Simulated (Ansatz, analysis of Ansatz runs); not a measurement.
**A hop of H in Sr2SiS4 (P2_1/m), charge +1**

Wanted: path and barrier of a jump of H in Sr2SiS4 (P2_1/m) at charge +1. The case: H transfer from S to S, in a cell of 28 host atoms with 1 H put in.

Program: Ansatz 0.2.0. Level of theory: plane-wave PAW DFT, PBEsol; relaxation of all atoms of a defect supercell at fixed charge in a uniform background. Results are calculated unless marked as measured.

## Step 1: Starting point

The cell holds 29 atoms: 8 Sr, 4 Si, 16 S and 1 H. Cell: a = 10.478 Å, b = 8.700 Å, c = 9.238 Å, α = 71.4°, β = 74.4°, γ = 56.7°. It derives from Sr2SiS4 (space group P2_1/m). Nearest the centre at fractional (0.413, 0.486, 0.212): H29 at 0.36 Å, Si9 at 1.21 Å, S13 at 1.72 Å, S21 at 1.74 Å, Sr3 at 2.74 Å, S28 at 2.90 Å, Sr2 at 2.98 Å, S17 at 3.07 Å. The cell carries charge +1.

The cell's shortest repeat is 8.7 Å.

## Step 2: Relaxation of the start point, charge +1

A barrier is counted from a minimum, so both ends are relaxed first. Small random displacements break the symmetry of the ideal sites, so that the defect can distort if it gains by it. The charge of +1 is set by the electron count, and a uniform background keeps the cell neutral.

The input, qp1_c28k8s.start/input.yaml:

```yaml
crystal:
  lattice:
    - [-2.56452855, 6.54928612, 7.76638171]
    - [3.95071298, 0.0, 7.75095513]
    - [6.51524153, 6.54928612, -0.01542659]
  atoms:
    - { symbol: Sr, position: [0.20906573, 0.74190944, 0.54093427] }
    - { symbol: Sr, position: [0.70906573, 0.24190944, 0.04093427] }
    - { symbol: Sr, position: [0.29093427, 0.75809056, 0.95906573] }
    - { symbol: Sr, position: [0.79093427, 0.25809056, 0.45906573] }
    - { symbol: Sr, position: [0.47682573, 0.95228502, 0.27317427] }
    - { symbol: Sr, position: [0.97682573, 0.45228502, 0.77317427] }
    - { symbol: Sr, position: [0.02317427, 0.54771498, 0.22682573] }
    - { symbol: Sr, position: [0.52317427, 0.04771498, 0.72682573] }
    - { symbol: Si, position: [0.41343842, 0.38277721, 0.33656158] }
    - { symbol: Si, position: [0.91343842, 0.88277721, 0.83656158] }
    - { symbol: Si, position: [0.08656158, 0.11722279, 0.16343842] }
    - { symbol: Si, position: [0.58656158, 0.61722279, 0.66343842] }
    - { symbol: S, position: [0.46401968, 0.60089365, 0.28598032] }
    - { symbol: S, position: [0.96401968, 0.10089365, 0.78598032] }
    - { symbol: S, position: [0.03598032, 0.89910635, 0.21401968] }
    - { symbol: S, position: [0.53598032, 0.39910635, 0.71401968] }
    - { symbol: S, position: [0.23300911, 0.39918951, 0.51699089] }
    - { symbol: S, position: [0.73300911, 0.89918951, 0.01699089] }
    - { symbol: S, position: [0.26699089, 0.10081049, 0.98300911] }
    - { symbol: S, position: [0.76699089, 0.60081049, 0.48300911] }
    - { symbol: S, position: [0.36451604, 0.3712718, 0.13322496] }
    - { symbol: S, position: [0.86451604, 0.8712718, 0.63322496] }
    - { symbol: S, position: [0.38322496, 0.88098721, 0.61451604] }
    - { symbol: S, position: [0.88322496, 0.38098721, 0.11451604] }
    - { symbol: S, position: [0.13548396, 0.1287282, 0.36677504] }
    - { symbol: S, position: [0.63548396, 0.6287282, 0.86677504] }
    - { symbol: S, position: [0.11677504, 0.61901279, 0.88548396] }
    - { symbol: S, position: [0.61677504, 0.11901279, 0.38548396] }
    - { symbol: H, position: [0.423904, 0.509927, 0.228402] }
total_charge: 1
basis:
  ecutwfc: 420
  xc_grid: 2
hamiltonian:
  xc: pbesol
kpoints:
  mp_grid: { grid: [2, 2, 2], shift: [0.5, 0.5, 0.5] }
scf:
  occupations: { method: fixed }
  max_iter: 120
output:
  forces: true
relax:
  f_tol: 0.02
  max_steps: 70
  random_displacement: { amplitude: 0.03, seed: 5086 }
```

Run with:

```console
ansatz run input.yaml --threads 32 --pin off --max-ram 84787MiB --backend cuda --events-out ev --progress --plain --runs-dir out --max-vram 78GiB
```

Log:

```text
[...]
Engine: ansatz 0.2.0, aarch64-unknown-linux-gnu
[...]
Pseudopotential: Sr, paw, valence charge 10, recommended cutoff 420 eV (normal), Sr.paw.azcp
Pseudopotential: Si, paw, valence charge 4, recommended cutoff 420 eV (normal), Si.paw.azcp
Pseudopotential: S, paw, valence charge 6, recommended cutoff 420 eV (normal), S.paw.azcp
Pseudopotential: H, paw, valence charge 1, recommended cutoff 420 eV (normal), H.paw.azcp
Functional definition: PBEsol
[...]
Crystal: 29 atoms, lattice volume = 662.268 Å³
Basis set: ecut = 420 eV, 12987 PW (Γ), exchange–correlation on 144×120×128 points (8 copies of the dense FFT grid, shifted against one another)
Bands: 125, of which v1, the nominal top of the filled ones, is band 96 counted from 1 (95 counted from 0)
[...]
automatic band count: iteration 1 solves 120 bands in place of 125: the levels show a gap, and the empty bands left out lie too high to hold charge; the band table lists the bands solved (type scf.n_e [...]
[...]
SCF 8 converged in 4 iterations: F = -44649.576025 eV  dr2 = 2.19e-5
[...]
relax step   9: F+E_penalty+E_count = -44649.64533323 eV  Δ(F+E_penalty+E_count) = -6.931e-2 eV  max|allowed force component| = 3.073e-1 eV/Å  Δτ_max = 0.2000 Å  (4 SCF iters, dr2 threshold 1.00e-4 eV [...]
[...]
SCF 11 converged in 5 iterations: F = -44649.688005 eV  dr2 = 1.54e-6
[...]
relax step  12: F+E_penalty+E_count = -44649.68880337 eV  Δ(F+E_penalty+E_count) = -7.987e-4 eV  max|allowed force component| = 7.690e-2 eV/Å  Δτ_max = 0.0299 Å  (5 SCF iters, dr2 threshold 8.89e-7 eV [...]
[...]
SCF 14 converged in 2 iterations: F = -44649.689873 eV  dr2 = 4.12e-8
[...]
--- Forces (eV/Å), atoms counted from 1 ---
[...]
--- Relaxed structure (14 steps of the walk, 14 accepted, 0 SCFs on fresh bases) ---
[...]
```

Elapsed: 5.8 s, on 1 × NVIDIA GB200 with 32 threads of Arm Neoverse V2, shared host; peak memory 1.1 GiB; 30 s of CPU time.

Step by step:

```csv
step,energy less that of the first step (eV),largest force component (eV/Å)
1,0.0000,10.8786
2,-1.7767,4.6897
3,-2.7704,1.8501
4,-3.1338,1.1307
5,-3.3156,0.7592
6,-3.4534,0.6565
7,-3.5897,0.4501
8,-3.6837,0.4791
9,-3.7530,0.3073
10,-3.7899,0.1425
11,-3.7957,0.0652
12,-3.7965,0.0769
13,-3.7975,0.0114
14,-3.7975,0.0114
```

The atoms that moved most (Å, from the sites as typed, ahead of the random displacement, the mean shift of all atoms taken out):

```csv
atom,dx,dy,dz,length
H29,-0.234,-0.015,1.438,1.457
S13,0.036,0.311,0.020,0.314
Sr3,0.011,-0.308,-0.038,0.310
S16,-0.060,-0.274,-0.048,0.285
S26,0.065,-0.025,-0.204,0.215
S21,0.047,-0.007,0.161,0.167
S20,0.033,0.147,-0.067,0.165
Sr2,-0.065,0.118,-0.080,0.157
```

Final coordinates:

```xyz
29
Lattice="-2.5645 6.5493 7.7664 3.9507 0.0000 7.7510 6.5152 6.5493 -0.0154" Properties=species:S:1:pos:R:3 pbc="T T T"
Sr    6.0150    4.8640    7.3262
Sr   -0.6594    5.0354    7.2977
Sr    8.5106    7.8846    8.0791
Sr    1.9653    8.2800    8.0929
Sr    4.4022    4.8098   11.1422
Sr    4.3426   11.3651   10.9739
Sr    3.6206    1.6218    4.3869
Sr    3.6061    8.2135    4.3509
Si    2.6390    4.9701    6.0747
Si    6.5815   11.4630   13.7767
Si    1.3246    1.6752    1.5565
Si    5.2714    8.1592    9.2491
S     3.0846    5.2286    8.2735
S     2.9976   11.4608    8.1335
S     4.8606    1.7322    7.2224
S     4.7963    7.9176    7.1934
S     4.3654    4.9230    4.8967
S     1.7907    4.9219   12.5535
S     6.1155    8.3277    2.7762
S     3.5884    8.3396   10.5362
S     1.4485    3.2580    5.8639
S     5.3596    9.7920   13.3461
S     6.4712    6.5007    9.8112
S    -0.0333    6.5407    9.7622
S     2.6015    3.2982    2.0461
S     6.5686    9.8196    9.5883
S     7.8885    6.5503    5.5393
S     1.3845    6.5964    5.6441
H     2.1835    4.2631    8.6754
```

Neighbours of H29 at the end:

```csv
atom,distance (Å)
S13,1.380
S26,2.527
Si9,2.733
Sr3,2.991
S21,3.075
Sr2,3.252
S24,3.359
Sr5,3.362
S19,3.396
```

Numbers from this step:

| Item | Value |
| --- | --- |
| free energy | -44649.6899 eV |
| r.m.s. move of the farther half of the atoms | 0.1106 Å |
| largest move from the ideal geometry of this structure, a common shift of the far atoms taken out | 1.530 Å |

The relaxation gained 3.798 eV and ended with a largest force component of 0.011 eV/Å.

## Step 3: Relaxation of the end point, charge +1

The end point is relaxed in the same cell and settings, so that the two energies compare. Atoms more than 3.2 Å from the middle of the hop start where the first relaxation left them, the nearer ones on or close to their ideal places, with small random displacements.

The input, qp1_c28k8s.end/input.yaml:

```yaml
crystal:
  lattice:
    - [-2.56452855, 6.54928612, 7.76638171]
    - [3.95071298, 0.0, 7.75095513]
    - [6.51524153, 6.54928612, -0.01542659]
  atoms:
    - { symbol: Sr, position: [0.19961904, 0.75534803, 0.54367756] }
    - { symbol: Sr, position: [0.70906573, 0.24190944, 0.04093427] }
    - { symbol: Sr, position: [0.29093427, 0.75809056, 0.95906573] }
[... 3 atom lines left out ...]
    - { symbol: Sr, position: [0.02080323, 0.55467231, 0.22746073] }
[... 1 atom line left out ...]
    - { symbol: Si, position: [0.41343842, 0.38277721, 0.33656158] }
[... 3 atom lines left out ...]
    - { symbol: S, position: [0.46401968, 0.60089365, 0.28598032] }
[... 1 atom line left out ...]
    - { symbol: S, position: [0.04496371, 0.89627874, 0.22016348] }
[... 1 atom line left out ...]
    - { symbol: S, position: [0.23300911, 0.39918951, 0.51699089] }
[... 3 atom lines left out ...]
    - { symbol: S, position: [0.36451604, 0.3712718, 0.13322496] }
[... 4 atom lines left out ...]
    - { symbol: S, position: [0.62390668, 0.62272658, 0.87606976] }
[... 1 atom line left out ...]
    - { symbol: S, position: [0.61677504, 0.11901279, 0.38548396] }
    - { symbol: H, position: [0.403073, 0.46192, 0.196588] }
total_charge: 1
basis:
  ecutwfc: 420
  xc_grid: 2
hamiltonian:
  xc: pbesol
kpoints:
  mp_grid: { grid: [2, 2, 2], shift: [0.5, 0.5, 0.5] }
scf:
  occupations: { method: fixed }
  max_iter: 120
output:
  forces: true
relax:
  f_tol: 0.02
  max_steps: 70
  random_displacement: { amplitude: 0.01, seed: 5086 }
```

Log:

```text
[... repeated set-up lines and file paths are left out, and long positions are rounded to six places ...]
[...]
Crystal: 29 atoms, lattice volume = 662.268 Å³
Basis set: ecut = 420 eV, 12987 PW (Γ), exchange–correlation on 144×120×128 points (8 copies of the dense FFT grid, shifted against one another)
Bands: 125, of which v1, the nominal top of the filled ones, is band 96 counted from 1 (95 counted from 0)
[...]
SCF 8 converged in 4 iterations: F = -44649.201133 eV  dr2 = 4.82e-5
[...]
relax step   9: F+E_penalty+E_count = -44649.36747425 eV  Δ(F+E_penalty+E_count) = -1.663e-1 eV  max|allowed force component| = 4.402e-1 eV/Å  Δτ_max = 0.1963 Å  (4 SCF iters, dr2 threshold 1.00e-4 eV [...]
[...]
relax step  12: F+E_penalty+E_count = -44649.65867693 eV  Δ(F+E_penalty+E_count) = -8.346e-2 eV  max|allowed force component| = 1.465e-1 eV/Å  Δτ_max = 0.2000 Å  (4 SCF iters, dr2 threshold 8.39e-5 eV [...]
[...]
relax step  15: F+E_penalty+E_count = -44649.68937290 eV  Δ(F+E_penalty+E_count) = -3.796e-3 eV  max|allowed force component| = 3.830e-2 eV/Å  Δτ_max = 0.0458 Å  (5 SCF iters, dr2 threshold 7.80e-6 eV [...]
[...]
SCF converged after 5 iterations
[...]
--- Forces (eV/Å), atoms counted from 1 ---
[...]
--- Relaxed structure (16 steps of the walk, 16 accepted, 0 SCFs on fresh bases) ---
[...]
```

It took 7 s on 1 × NVIDIA GB200 with 32 threads; peak memory 1.1 GiB; 37 s of CPU time.

The steps of the relaxation:

| step | energy less that of the first step (eV) | largest force component (eV/Å) |
| --- | --- | --- |
| 1 | 0.0000 | 9.5362 |
| 2 | -1.6532 | 4.2698 |
| 3 | -2.2419 | 2.5986 |
| 4 | -2.6754 | 0.8586 |
| 5 | -2.8207 | 0.6011 |
| 6 | -2.9206 | 0.4000 |
| 7 | -3.0381 | 0.5100 |
| 8 | -3.1827 | 0.4755 |
| 9 | -3.3491 | 0.4402 |
| 10 | -3.4713 | 0.3983 |
| 11 | -3.5568 | 0.3396 |
| 12 | -3.6403 | 0.1465 |
| 13 | -3.6669 | 0.1264 |
| 14 | -3.6672 | 0.1057 |
| 15 | -3.6710 | 0.0383 |
| 16 | -3.6713 | 0.0198 |

The atoms that moved most (Å, from the sites as typed, ahead of the random displacement, the mean shift of all atoms taken out):

| atom | dx | dy | dz | length |
| --- | --- | --- | --- | --- |
| H29 | 0.101 | 0.320 | 1.953 | 1.981 |
| Sr3 | 0.008 | -0.321 | -0.053 | 0.325 |
| S13 | 0.029 | 0.298 | 0.000 | 0.300 |
| Sr2 | -0.070 | 0.104 | -0.095 | 0.158 |
| S21 | 0.045 | -0.020 | 0.144 | 0.152 |
| Si9 | -0.011 | 0.041 | -0.114 | 0.122 |
| Sr1 | -0.004 | -0.024 | -0.088 | 0.091 |
| Sr7 | -0.003 | -0.025 | -0.084 | 0.088 |

Final coordinates:

```xyz
29
Lattice="-2.5645 6.5493 7.7664 3.9507 0.0000 7.7510 6.5152 6.5493 -0.0154" Properties=species:S:1:pos:R:3 pbc="T T T"
Sr    6.0109    4.8461    7.3075
Sr   -0.6655    5.0183    7.2851
Sr    8.5062    7.8679    8.0668
Sr    1.9617    8.2662    8.0779
Sr    4.3947    4.7947   11.1284
Sr    4.3377   11.3500   10.9609
Sr    3.6172    1.6025    4.3717
Sr    3.6007    8.1951    4.3390
Si    2.6344    4.9551    6.0574
Si    6.5775   11.4491   13.7643
Si    1.3196    1.6623    1.5421
Si    5.2680    8.1440    9.2347
S     3.0770    5.2120    8.2560
S     2.9943   11.4470    8.1214
S     4.8547    1.7210    7.2083
S     4.7938    7.9020    7.1797
S     4.3613    4.9111    4.8799
S     1.7869    4.9155   12.5409
S     6.1122    8.3190    2.7633
S     3.5845    8.3201   10.5223
S     1.4455    3.2415    5.8498
S     5.3580    9.7769   13.3309
S     6.4666    6.4846    9.7956
S    -0.0404    6.5256    9.7483
S     2.5978    3.2840    2.0326
S     6.5651    9.8038    9.5748
S     7.8828    6.5362    5.5286
S     1.3769    6.5794    5.6297
H     2.1733    4.2487    8.6592
```

Neighbours of H29 at the end:

```csv
atom,distance (Å)
S13,1.381
S26,2.523
Si9,2.735
Sr3,2.992
S21,3.072
Sr2,3.246
S24,3.357
Sr5,3.366
S19,3.396
```

Among the atoms that came to bonding distance: S13–H29 1.38 Å (from 2.08).

Read from the output:

```
free energy                                                                                       : -44649.6897 eV
r.m.s. move of the farther half of the atoms                                                      : 0.1107 Å
largest move from the ideal geometry of this structure, a common shift of the far atoms taken out : 2.062 Å
```

The relaxation gained 3.671 eV and ended with a largest force component of 0.020 eV/Å. The end lies within 1 meV of the start.

## Step 4: No path, charge +1

Analysis of the runs above: comparison of two relaxed ends, PBEsol.

It gives:

```
outcome            : both ends relax to one structure
largest difference : 0.007891 Å
energy difference  : 1.96e-4 eV
```

## Step 5: Outcome

* outcome: both ends relax to one structure

Start and end relaxed into one structure, so no band was run. The largest move in the relaxations was 2.1 Å. This doesn't show that a second stable place is lacking: the end was set up from the relaxed start, and an atom can slide across on the way. What this leaves open: periodic copies of the defect are only 8.7 Å apart.

[Logs are printed without paths, hosts, clocks, repeated set-up lines and the standing remarks that a program may print on its own settings, such as how far it seeks lower states.]

[Hosts, paths, dates, database ids (printed as entryN), source tags and the programs' standing remarks are cut or masked in the printed files.]
